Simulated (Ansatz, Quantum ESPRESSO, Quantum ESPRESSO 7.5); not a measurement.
# Li(110), 5 layers, one monolayer of Ga on hollow sites: vacuum level and surface dipole

Aim: the work function of each face of Li(110), 5 layers, one monolayer of Ga on hollow sites, and how it moves with functional, pseudopotentials and boundary condition.

Method: plane-wave DFT, PBE, GBRV ultrasoft pseudopotentials (geometry and cross-check by Ansatz 0.2.0 with PAW datasets; geometry under PBE), in Quantum ESPRESSO 7.5.

**1. The starting structure**

The cell holds 6 atoms: 5 Li and 1 Ga. Its edges and angles: a = 3.022 Å, b = 3.022 Å, c = 28.871 Å, α = 90.0°, β = 90.0°, γ = 70.5°. It derives from Li. Vacuum lies along c.

**2. Geometry from Ansatz**

The geometry comes first, from a plane-wave PAW code, so that the later runs on this slab share one structure.

Input file input.yaml:

```yaml
crystal:
  lattice:
    - [2.4678026663, -1.745, 0.0]
    - [2.4678026663, 1.745, 0.0]
    - [0.0, 0.0, 28.8712106654]
  atoms:
    - { symbol: Li, position: [0.0, 0.0, 0.2874836146] }
    - { symbol: Li, position: [0.5, 0.5, 0.3729598593] }
    - { symbol: Li, position: [0.0, 0.0, 0.4584361039] }
    - { symbol: Li, position: [0.5, 0.5, 0.5439123486] }
    - { symbol: Li, position: [0.0, 0.0, 0.6293885932] }
    - { symbol: Ga, position: [0.34, 0.34, 0.6935734647] }
kpoints:
  mp_grid: { grid: [8, 8, 1] }
hamiltonian:
  xc: pbe
scf:
  occupations: { method: fermi_dirac, width: 0.1 }
  convergence: { dr2_threshold: 1.0e-08 }
efield:
  axis: 3
  dipole_correction: true
  ramp_position: 0.97
  ramp_width: 0.04
relax:
  f_tol: 0.01
  constraints: [{ sites: [0, 1, 2] }]
output:
  write_potential: true
  write_density: true
  volumetric_format: npy
```

Launch:

```bash
$ ansatz run input.yaml --threads 4 --pin off --max-ram 8192MiB --backend cpu --events-out ev --progress --plain --runs-dir out
```

Numbers of over 12 decimals in the logs are rounded to 6 here.

Log:

```text
Engine: ansatz 0.2.0, aarch64-unknown-linux-gnu
Pseudopotentials: kind: paw
Pseudopotential: Li, paw, valence charge 3, recommended cutoff 420 eV (normal), Li.paw.azcp
Pseudopotential: Ga, paw, valence charge 13, recommended cutoff 420 eV (normal), Ga.paw.azcp
Functional definition: PBE
  parameter kappa = 0.804
  parameter beta = 0.066725
  exchange = pbe_x(kappa = kappa, mu = beta*pi^2/3)
  correlation = pbe_c(beta = beta)
Crystal: 6 atoms, lattice volume = 248.657 Å³
Basis set: ecut = 420 eV, 4797 PW (Γ), exchange–correlation on 48×48×400 points (8 copies of the dense FFT grid, shifted against one another)
Bands: 20, of which v1, the nominal top of the filled ones, is band 14 counted from 1 (13 counted from 0)
Symmetry: 2 space group operations
Space group: Cm (ITA 8), of the structure as read, at distance tolerance 6.3e-5 Å
k-points: 21 of 64 (time reversal used)
Non-local potential: Li, projectors of the file, l = 0: 3, l = 1: 2, l = 2: 1
Non-local potential: Ga, projectors of the file, l = 0: 2, l = 1: 2, l = 2: 3, l = 3: 1
PAW form: soft (Blöchl's): semilocal exchange-correlation on the pseudo side does not see the compensation charge
PAW one-centre angular grid: Li, 110 points (default); XC on 64 Gauss nodes
PAW one-centre angular grid: Ga, 590 points (default); XC on 64 Gauss nodes
Initial density: superposition of atomic densities (neutral atoms: chi_scale 0, normalization atom), corrected by the library's trained network
Initial wavefunctions: pseudopotential atomic-orbital guess
Functional: x = pbe(κ = 0.804, μ = 0.219515), c = pbe(β = 0.066725)
SCF iter   1: F=—  HF=-4805.961509 eV  |F-HF|=—  |Δ(HF+E_count)|=         —  Δρ=2.62e-3  dr2=1.57e0  ethr=1.77e-3  p=-0.059 e·Å  D=-4.32e-2 V/Å  ΔV_dip=1.25 eV  dr2_dipole=1.05e0  V_vac-E_F(+/−)=4.36/3.12 eV  ⟨swp⟩=7.7  Hψ=2404  notcnv=0
efield: sawtooth ramp at fractional position 0.9700 (set: `efield.ramp_position`, or a place that a band, a saddle search or an elastic batch's reference lends), width 0.0400; the density the first Hamiltonian is built on has a dipole p = -0.059 e·Å; the dipole correction subtracts the counter field D = -4.32e-2 V/Å, which shifts the + side's vacuum level by +1.25 eV against the − side's; the planar-averaged density in the ramp window peaks in size at 1.4e-5 e/Å³
preconditioner: auto → LDOS  [metal: Δε(μ)=0.042 eV  Ē_g=4.549 eV  σ=0.100 eV  W_gap=0.10  n_scr=16 (ndim 8)  ℏωp=6.7 eV  f_vac=0.447  D(μ)=2.90/eV (n_scr^D=12)  β→1.0]
SCF iter   2: F=—  HF=-4805.924232 eV  |F-HF|=—  |Δ(HF+E_count)|=   3.73e-2  Δρ=7.02e-4  dr2=1.43e-2  ethr=1.77e-3  p=-0.046 e·Å  D=-3.38e-2 V/Å  ΔV_dip=0.98 eV  dr2_dipole=9.22e-3  V_vac-E_F(+/−)=4.26/3.28 eV  ⟨swp⟩=1.3  Hψ=605  notcnv=0
SCF iter   3: F=—  HF=-4805.924448 eV  |F-HF|=—  |Δ(HF+E_count)|=   2.16e-4  Δρ=4.13e-4  dr2=3.38e-4  ethr=5.11e-5  p=-0.048 e·Å  D=-3.51e-2 V/Å  ΔV_dip=1.01 eV  dr2_dipole=2.10e-5  V_vac-E_F(+/−)=4.29/3.28 eV  ⟨swp⟩=2.0  Hψ=586  notcnv=0
SCF iter   4: F=—  HF=-4805.924264 eV  |F-HF|=—  |Δ(HF+E_count)|=   1.84e-4  Δρ=2.13e-4  dr2=2.44e-4  ethr=1.21e-6  p=-0.048 e·Å  D=-3.48e-2 V/Å  ΔV_dip=1.01 eV  dr2_dipole=1.01e-4  V_vac-E_F(+/−)=4.29/3.28 eV  ⟨swp⟩=2.0  Hψ=584  notcnv=0
SCF iter   5: F=—  HF=-4805.924210 eV  |F-HF|=—  |Δ(HF+E_count)|=   5.39e-5  Δρ=2.90e-5  dr2=4.93e-6  ethr=8.73e-7  p=-0.048 e·Å  D=-3.47e-2 V/Å  ΔV_dip=1.00 eV  dr2_dipole=1.83e-7  V_vac-E_F(+/−)=4.29/3.29 eV  ⟨swp⟩=2.0  Hψ=527  notcnv=0
SCF iter   6: F=—  HF=-4805.924203 eV  |F-HF|=—  |Δ(HF+E_count)|=   6.90e-6  Δρ=6.98e-6  dr2=3.99e-7  ethr=1.76e-8  p=-0.047 e·Å  D=-3.45e-2 V/Å  ΔV_dip=1.00 eV  dr2_dipole=5.24e-8  V_vac-E_F(+/−)=4.29/3.29 eV  ⟨swp⟩=2.0  Hψ=506  notcnv=0
SCF iter   7: F=—  HF=-4805.924203 eV  |F-HF|=—  |Δ(HF+E_count)|=   1.45e-7  Δρ=2.37e-6  dr2=3.81e-8  ethr=1.42e-9  p=-0.047 e·Å  D=-3.45e-2 V/Å  ΔV_dip=0.99 eV  dr2_dipole=1.74e-9  V_vac-E_F(+/−)=4.29/3.29 eV  ⟨swp⟩=2.0  Hψ=518  notcnv=0
SCF iter   8: F=-4805.924203 eV  HF=-4805.924203 eV  |F-HF|=4.50e-9  |Δ(HF+E_count)|=   6.37e-9  Δρ=7.67e-7  dr2=3.85e-9  ethr=3.57e-11  p=-0.047 e·Å  D=-3.44e-2 V/Å  ΔV_dip=0.99 eV  dr2_dipole=3.29e-11  V_vac-E_F(+/−)=4.29/3.29 eV  ⟨swp⟩=8.1  Hψ=2313  notcnv=0
SCF 1 converged in 8 iterations: F = -4805.924203 eV  dr2 = 3.85e-9
  greatest PAW one-centre occupation: 1.000 electrons in one spin orbital (limit 2), on the Li atom at site 4 (counted from 0), in its partial waves of l = 0
relax step   1: F+E_penalty+E_count = -4805.92420347 eV  Δ(F+E_penalty+E_count) = +0.000e0 eV  max|allowed force component| = 5.146e-1 eV/Å  Δτ_max = 0.0000 Å  (8 SCF iters, accepted)
Initial density: handed on by an earlier stage of this run
Initial wavefunctions: those handed on with the density
iter 1 solved again at ethr=3.63e-4 eV; its pass at ethr=3.10e-3 eV (dr2=1.02e-1 eV) is discarded
SCF iter   1: F=—  HF=-4806.006270 eV  |F-HF|=—  |Δ(HF+E_count)|=         —  Δρ=2.17e-3  dr2=1.06e-1  ethr=3.63e-4  p=-0.047 e·Å  D=-3.44e-2 V/Å  ΔV_dip=0.99 eV  dr2_dipole=4.73e-5  V_vac-E_F(+/−)=4.31/3.32 eV  ⟨swp⟩=1.0  Hψ=1885  notcnv=0
efield: sawtooth ramp at fractional position 0.9700 (set: `efield.ramp_position`, or a place that a band, a saddle search or an elastic batch's reference lends), width 0.0400; the density the first Hamiltonian is built on has a dipole p = -0.047 e·Å; the dipole correction subtracts the counter field D = -3.44e-2 V/Å, which shifts the + side's vacuum level by +0.99 eV against the − side's; the planar-averaged density in the ramp window peaks in size at 5.9e-6 e/Å³
preconditioner: auto → LDOS  [metal: Δε(μ)=0.037 eV  Ē_g=4.540 eV  σ=0.100 eV  W_gap=0.09  n_scr=16 (ndim 8)  ℏωp=6.7 eV  f_vac=0.441  D(μ)=2.77/eV (n_scr^D=12)  β→1.0]
SCF iter   2: F=—  HF=-4805.996095 eV  |F-HF|=—  |Δ(HF+E_count)|=   1.02e-2  Δρ=1.62e-3  dr2=1.53e-2  ethr=3.63e-4  p=-0.051 e·Å  D=-3.71e-2 V/Å  ΔV_dip=1.07 eV  dr2_dipole=1.68e-3  V_vac-E_F(+/−)=4.35/3.28 eV  ⟨swp⟩=2.9  Hψ=661  notcnv=0
SCF iter   3: F=—  HF=-4805.993768 eV  |F-HF|=—  |Δ(HF+E_count)|=   2.33e-3  Δρ=3.99e-4  dr2=1.11e-3  ethr=5.45e-5  p=-0.048 e·Å  D=-3.52e-2 V/Å  ΔV_dip=1.02 eV  dr2_dipole=1.43e-4  V_vac-E_F(+/−)=4.31/3.29 eV  ⟨swp⟩=2.2  Hψ=712  notcnv=0
SCF iter   4: F=—  HF=-4805.993499 eV  |F-HF|=—  |Δ(HF+E_count)|=   2.69e-4  Δρ=1.47e-4  dr2=1.19e-4  ethr=3.98e-6  p=-0.049 e·Å  D=-3.56e-2 V/Å  ΔV_dip=1.03 eV  dr2_dipole=2.01e-7  V_vac-E_F(+/−)=4.32/3.29 eV  ⟨swp⟩=2.0  Hψ=591  notcnv=0
[...]
SCF iter   4: F=—  HF=-4806.007438 eV  |F-HF|=—  |Δ(HF+E_count)|=   3.19e-6  Δρ=1.90e-4  dr2=1.19e-4  ethr=6.45e-6  p=-0.050 e·Å  D=-3.65e-2 V/Å  ΔV_dip=1.05 eV  dr2_dipole=1.16e-6  V_vac-E_F(+/−)=4.34/3.29 eV  ⟨swp⟩=2.0  Hψ=510  notcnv=0
SCF iter   5: F=—  HF=-4806.007389 eV  |F-HF|=—  |Δ(HF+E_count)|=   4.88e-5  Δρ=4.15e-5  dr2=1.00e-5  ethr=4.26e-7  p=-0.050 e·Å  D=-3.64e-2 V/Å  ΔV_dip=1.05 eV  dr2_dipole=2.15e-6  V_vac-E_F(+/−)=4.34/3.29 eV  ⟨swp⟩=2.0  Hψ=573  notcnv=0
SCF iter   6: F=—  HF=-4806.007405 eV  |F-HF|=—  |Δ(HF+E_count)|=   1.67e-5  Δρ=1.04e-5  dr2=2.18e-6  ethr=3.57e-8  p=-0.050 e·Å  D=-3.64e-2 V/Å  ΔV_dip=1.05 eV  dr2_dipole=1.01e-6  V_vac-E_F(+/−)=4.34/3.29 eV  ⟨swp⟩=2.0  Hψ=570  notcnv=0
SCF iter   7: F=—  HF=-4806.007383 eV  |F-HF|=—  |Δ(HF+E_count)|=   2.26e-5  Δρ=2.66e-6  dr2=3.46e-7  ethr=7.77e-9  p=-0.050 e·Å  D=-3.64e-2 V/Å  ΔV_dip=1.05 eV  dr2_dipole=1.23e-7  V_vac-E_F(+/−)=4.34/3.29 eV  ⟨swp⟩=1.0  Hψ=420  notcnv=0
SCF iter   8: F=—  HF=-4806.007383 eV  |F-HF|=—  |Δ(HF+E_count)|=   1.25e-8  Δρ=8.35e-7  dr2=3.14e-8  ethr=1.24e-9  p=-0.050 e·Å  D=-3.64e-2 V/Å  ΔV_dip=1.05 eV  dr2_dipole=9.68e-9  V_vac-E_F(+/−)=4.34/3.29 eV  ⟨swp⟩=1.0  Hψ=420  notcnv=0
SCF iter   9: F=-4806.007383 eV  HF=-4806.007383 eV  |F-HF|=4.43e-10  |Δ(HF+E_count)|=  5.68e-10  Δρ=1.18e-7  dr2=3.94e-10  ethr=3.57e-11  p=-0.050 e·Å  D=-3.64e-2 V/Å  ΔV_dip=1.05 eV  dr2_dipole=1.32e-10  V_vac-E_F(+/−)=4.34/3.29 eV  ⟨swp⟩=7.2  Hψ=2095  notcnv=0
SCF 3 converged in 9 iterations: F = -4806.007383 eV  dr2 = 3.94e-10
relax step   3: F+E_penalty+E_count = -4806.00738287 eV  Δ(F+E_penalty+E_count) = -1.391e-2 eV  max|allowed force component| = 2.958e-2 eV/Å  Δτ_max = 0.0994 Å  (9 SCF iters, accepted)
[...]
relax step   4: F+E_penalty+E_count = -4806.00951668 eV  Δ(F+E_penalty+E_count) = -2.134e-3 eV  max|allowed force component| = 1.032e-2 eV/Å  Δτ_max = 0.0881 Å  (8 SCF iters, accepted)
[...]
relax step   5: F+E_penalty+E_count = -4806.00970102 eV  Δ(F+E_penalty+E_count) = -1.843e-4 eV  max|allowed force component| = 2.954e-3 eV/Å  Δτ_max = 0.0267 Å  (6 SCF iters, accepted)
[...]
relax step   6: F+E_penalty+E_count = -4806.00976989 eV  Δ(F+E_penalty+E_count) = -6.888e-5 eV  max|allowed force component| = 1.700e-3 eV/Å  Δτ_max = 0.0259 Å  (6 SCF iters, accepted)
SCF iter   1: F=—  HF=-4806.009829 eV  |F-HF|=—  |Δ(HF+E_count)|=         —  Δρ=3.00e-4  dr2=2.12e-4  ethr=1.24e-5  p=-0.050 e·Å  D=-3.67e-2 V/Å  ΔV_dip=1.06 eV  dr2_dipole=3.24e-5  V_vac-E_F(+/−)=4.34/3.28 eV  ⟨swp⟩=2.5  Hψ=997  notcnv=0  defer=1
efield: sawtooth ramp at fractional position 0.9700 (set: `efield.ramp_position`, or a place that a band, a saddle search or an elastic batch's reference lends), width 0.0400; the density the first Hamiltonian is built on has a dipole p = -0.050 e·Å; the dipole correction subtracts the counter field D = -3.67e-2 V/Å, which shifts the + side's vacuum level by +1.06 eV against the − side's; the planar-averaged density in the ramp window peaks in size at 7.1e-6 e/Å³
preconditioner: auto → LDOS  [metal: Δε(μ)=0.030 eV  Ē_g=4.541 eV  σ=0.100 eV  W_gap=0.07  n_scr=16 (ndim 8)  ℏωp=6.7 eV  f_vac=0.439  D(μ)=2.73/eV (n_scr^D=12)  β→1.0]
SCF iter   2: F=—  HF=-4806.009811 eV  |F-HF|=—  |Δ(HF+E_count)|=   1.82e-5  Δρ=6.31e-5  dr2=5.21e-5  ethr=7.57e-7  p=-0.050 e·Å  D=-3.67e-2 V/Å  ΔV_dip=1.06 eV  dr2_dipole=1.51e-5  V_vac-E_F(+/−)=4.34/3.28 eV  ⟨swp⟩=2.0  Hψ=627  notcnv=0  defer=1
SCF iter   3: F=—  HF=-4806.009824 eV  |F-HF|=—  |Δ(HF+E_count)|=   1.30e-5  Δρ=9.70e-6  dr2=2.09e-6  ethr=1.86e-7  p=-0.050 e·Å  D=-3.67e-2 V/Å  ΔV_dip=1.06 eV  dr2_dipole=9.39e-7  V_vac-E_F(+/−)=4.34/3.28 eV  ⟨swp⟩=1.9  Hψ=451  notcnv=0  defer=1
SCF iter   4: F=—  HF=-4806.009799 eV  |F-HF|=—  |Δ(HF+E_count)|=   2.49e-5  Δρ=7.93e-6  dr2=2.70e-7  ethr=7.45e-9  p=-0.050 e·Å  D=-3.67e-2 V/Å  ΔV_dip=1.06 eV  dr2_dipole=1.26e-7  V_vac-E_F(+/−)=4.34/3.28 eV  ⟨swp⟩=2.0  Hψ=569  notcnv=0  defer=1
SCF iter   5: F=—  HF=-4806.009799 eV  |F-HF|=—  |Δ(HF+E_count)|=   5.09e-8  Δρ=2.83e-6  dr2=1.85e-8  ethr=9.63e-10  p=-0.050 e·Å  D=-3.67e-2 V/Å  ΔV_dip=1.06 eV  dr2_dipole=1.28e-10  V_vac-E_F(+/−)=4.34/3.28 eV  ⟨swp⟩=2.0  Hψ=568  notcnv=0  defer=1
SCF iter   6: F=-4806.009799 eV  HF=-4806.009799 eV  |F-HF|=2.56e-9  |Δ(HF+E_count)|=   6.24e-9  Δρ=6.57e-7  dr2=2.52e-9  ethr=3.57e-11  p=-0.050 e·Å  D=-3.67e-2 V/Å  ΔV_dip=1.06 eV  dr2_dipole=9.92e-10  V_vac-E_F(+/−)=4.34/3.28 eV  ⟨swp⟩=8.2  Hψ=2192  notcnv=0
SCF 7 converged in 6 iterations: F = -4806.009799 eV  dr2 = 2.52e-9
relax step   7: F+E_penalty+E_count = -4806.00979890 eV  Δ(F+E_penalty+E_count) = -2.901e-5 eV  max|allowed force component| = 1.386e-3 eV/Å  Δτ_max = 0.0191 Å  (6 SCF iters, accepted)
NSCF: frozen V_eff on 21 k-points
the band table was solved once a step of the walk had ended and its energy, with any forces and stress, was formed, with the checks that follow a solve (2520 applications of the Hamiltonian). They found nothing against the state; the energy, forces and stress were not computed again (output.eigenvalues in the input reference)
SCF converged after 6 iterations
Free energy (F): -4806.009799 eV
Harris-Foulkes:  -4806.009799 eV  (|F-HF|=2.56e-9)
Internal energy: -4805.916315 eV  (E = F + TS)
E sigma→0 (E₀):  -4805.963057 eV
Entropy (-TS):   -0.093484 eV (-15.581 meV/atom)
Fermi energy:    -0.749923 eV
Dipole field:    D = -0.036694 V/Å  (p = -0.050424 e·Å, saw-weighted, corrected)
Work function:   Φ+ = 4.3435 eV   Φ− = 3.2841 eV
Levels:          The Fermi level and band energies are counted from a zero that moves with the ramp; work functions are not
--- Per-component energies (eV) ---
  E_band       = -651.606796
  E_kinetic    = 218.470752
  E_local      = -13874.625488  (includes V_loc(G=0)·N_el)
  E_nonlocal   = 255.134055
  E_hartree    = 6667.751417
  E_xc         = -118.325580
  E_vxc        = -120.945879  (∫ρ·V_xc dr)
  E_paw        = -2089.754702  (= ΣΔE_a)
  E_vpaw       = -467.502507  (= ΣTr[D̂ρ^β])
  E_aug_tail   = -0.000069  (compensation charges beyond the density's cutoff)
  E_efield     = 0.000925  (sawtooth field / dipole correction)
  E_vefield    = 2.353682  (∫n·V_field dr)
  E_ewald      = 4135.432376
  E_smearing   = -0.093484  (= −TS)
  E_closure    = -0.000000  (closes the sum)
  Σ components = -4806.009799   (vs F -4806.009799, Δ=0.00e0)
--- Forces (eV/Å), atoms counted from 1 ---
  atom   1  Li    -0.00008611     0.00000000     0.09349373
  atom   2  Li     0.00018302     0.00000000    -0.05077688
  atom   3  Li    -0.00063243     0.00000000    -0.04228368
  atom   4  Li    -0.00038958     0.00000000    -0.00016905
  atom   5  Li     0.00138613     0.00000000    -0.00015210
  atom   6  Ga    -0.00046317     0.00000000    -0.00011908
  max |Σ_I F_I| component: 7.06e-6 eV/Å
--- Band table (eV; the first three rows and the last of 21) ---
  k-point 0: bands = [... 10 lower, -8.7321, -4.1409, -3.7271, -3.0458, -2.2021, -1.2734, -0.5637, 2.1746, ... 2 higher]
  k-point 1: bands = [... 10 lower, -8.4574, -3.9225, -3.5071, -2.8211, -1.9663, -1.0171, -0.2820, 2.4126, ... 2 higher]
  k-point 2: bands = [... 10 lower, -7.6333, -3.2677, -2.8532, -2.1650, -1.2933, -0.2869, 0.5530, 1.8407, ... 2 higher]
  k-point 20: bands = [... 10 lower, -3.1816, -2.2364, -0.3319, 0.2367, 1.1774, 2.1753, 2.3993, 2.5547, ... 2 higher]
--- Relaxed structure (7 steps of the walk, 7 accepted, 0 SCFs on fresh bases) ---
  F+E_penalty+E_count = -4806.00979890 eV   max|allowed force component| = 1.386e-3 eV/Å
  atoms:
    - { symbol: Li, position: [0.0, 0.0, 0.287484] }
    - { symbol: Li, position: [0.5, 0.5, 0.372960] }
    - { symbol: Li, position: [0.0, 0.0, 0.458436] }
    - { symbol: Li, position: [0.482114, 0.482114, 0.541921] }
    - { symbol: Li, position: [-0.030780, -0.030780, 0.625861] }
    - { symbol: Ga, position: [0.400705, 0.400705, 0.698460] }
```

Wall time 11 s (4 threads of Arm Neoverse V2, shared host); peak memory 0.52 GiB; 41 s of CPU time.

Step by step:

```csv
step,energy less that of the first step (eV),largest force component (eV/Å)
1,0.0000,0.5146
2,-0.0693,0.1087
3,-0.0832,0.0296
4,-0.0853,0.0103
5,-0.0855,0.0030
6,-0.0856,0.0017
7,-0.0856,0.0014
```

Forces are held to the 2 operations that the run works with; a distortion that breaks them can't arise in this run.

The atoms that moved most (Å):

```csv
atom,dx,dy,dz,length
Ga6,0.300,0.000,0.141,0.331
Li5,-0.152,0.000,-0.102,0.183
Li4,-0.088,0.000,-0.057,0.105
```

Final coordinates:

```xyz
6
Lattice="2.4678 -1.7450 0.0000 2.4678 1.7450 0.0000 0.0000 0.0000 28.8712" Properties=species:S:1:pos:R:3
Li    0.0000    0.0000    8.3000
Li    2.4678    0.0000   10.7678
Li    0.0000    0.0000   13.2356
Li    2.3795    0.0000   15.6459
Li   -0.1519    0.0000   18.0694
Ga    1.9777    0.0000   20.1654
```

The relaxation lowers the energy by 14 meV an atom. Held were the atoms numbered 1, 2 and 3; the forces quoted are those on the free ones.

Numbers from this step:

- free energy: -4806.0098 eV
- energy at zero smearing: -4805.9631 eV
- smearing term TS: 0.09348 eV
- Fermi energy: -0.7499 eV
- symmetry operations: 2
- work function of the upper face: 4.344 eV
- work function of the lower face: 3.284 eV
- dipole along the normal: -0.05042 e·Å

(Continued in part 2 of 6.)

[Logs are printed without paths, hosts, clocks, repeated set-up lines and the standing remarks that a program may print on its own settings, such as how far it seeks lower states.]

[Hosts, paths, dates, database ids (printed as entryN), source tags and the programs' standing remarks are cut or masked in the printed files.]

[Maps of the electrostatic potential energy from Ansatz leave out the sawtooth potential of an applied field or a dipole correction, so their vacuum need not be flat; planar profiles and work functions include it.]
